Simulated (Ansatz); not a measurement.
Ba2SrTi3O9 (perovskite [001] superlattice) (P4mm), computed twice by G0W0.

The structure was built from a prototype and need not be the compound's stable phase.

```cif
data_structure
_symmetry_space_group_name_H-M 'P 1'
_symmetry_Int_Tables_number 1
_cell_length_a 3.9350
_cell_length_b 3.9350
_cell_length_c 11.9787
_cell_angle_alpha 90.000
_cell_angle_beta 90.000
_cell_angle_gamma 90.000
_cell_volume 185.48
loop_
_atom_site_label
_atom_site_type_symbol
_atom_site_fract_x
_atom_site_fract_y
_atom_site_fract_z
_atom_site_occupancy
Sr1 Sr 0.00000 0.00000 0.08428 1
O2 O 0.50000 0.50000 0.07665 1
Ti3 Ti 0.50000 0.50000 0.24850 1
O4 O 0.50000 0.00000 0.23664 1
O5 O 0.00000 0.50000 0.23664 1
Ba6 Ba 0.00000 0.00000 0.41334 1
O7 O 0.50000 0.50000 0.40475 1
Ti8 Ti 0.50000 0.50000 0.58682 1
O9 O 0.50000 0.00000 0.57658 1
O10 O 0.00000 0.50000 0.57658 1
Ba11 Ba 0.00000 0.00000 0.75136 1
O12 O 0.50000 0.50000 0.74218 1
Ti13 Ti 0.50000 0.50000 0.92425 1
O14 O 0.50000 0.00000 0.91592 1
O15 O 0.00000 0.50000 0.91592 1
```

The structure was relaxed with PBEsol. The runs that relaxed it are not among those shown. Spin-orbit coupling is left out unless a run names it.

The first (Ansatz 0.2.0; start PBEsol, 6×6×2 mesh, 624 empty bands, screening to 130 eV, PAW set soft_1 files; 1 × NVIDIA H100 80GB HBM3 (shared by 6 runs) with 3 threads of AMD EPYC 7R13 (Zen 3), shared host) gave, on its mesh: starting gap 1.85 eV, G0W0 gap 3.50 eV, RPA ε∞ (mean) 6.01, 3.9 min.

Q: The second changes empty bands from 624 to 157 and screening cutoff (eV) from 130.0 to 52. What does it give?

It gave: starting gap 1.85 eV, G0W0 gap 3.71 eV, RPA ε∞ (mean) 6.10, 51 s. The G0W0 gap moves by +0.21 eV, +0.00 eV from the start and +0.21 eV from the correction. Σc changes by +0.36 eV at the valence top and +0.57 eV at the conduction bottom, and Σx − Vxc between them by +0.00 eV.

Limits: not at the basis limit; no spin-orbit coupling.

[Paths, hosts, dates, memory and timing lines, banners, echoed tables and standing remarks are left out of the program output.]

[Logs are printed without paths, hosts, clocks, repeated set-up lines and the standing remarks that a program may print on its own settings, such as how far it seeks lower states.]

[Runs of the session that timed out or met a known fault of the program may be left out.]

[Cells called generated may have been cut or substituted from an entry of the Crystallography Open Database or the Materials Project.]

[Hosts, paths, dates, database ids (printed as entryN), source tags and the programs' standing remarks are cut or masked in the printed files.]
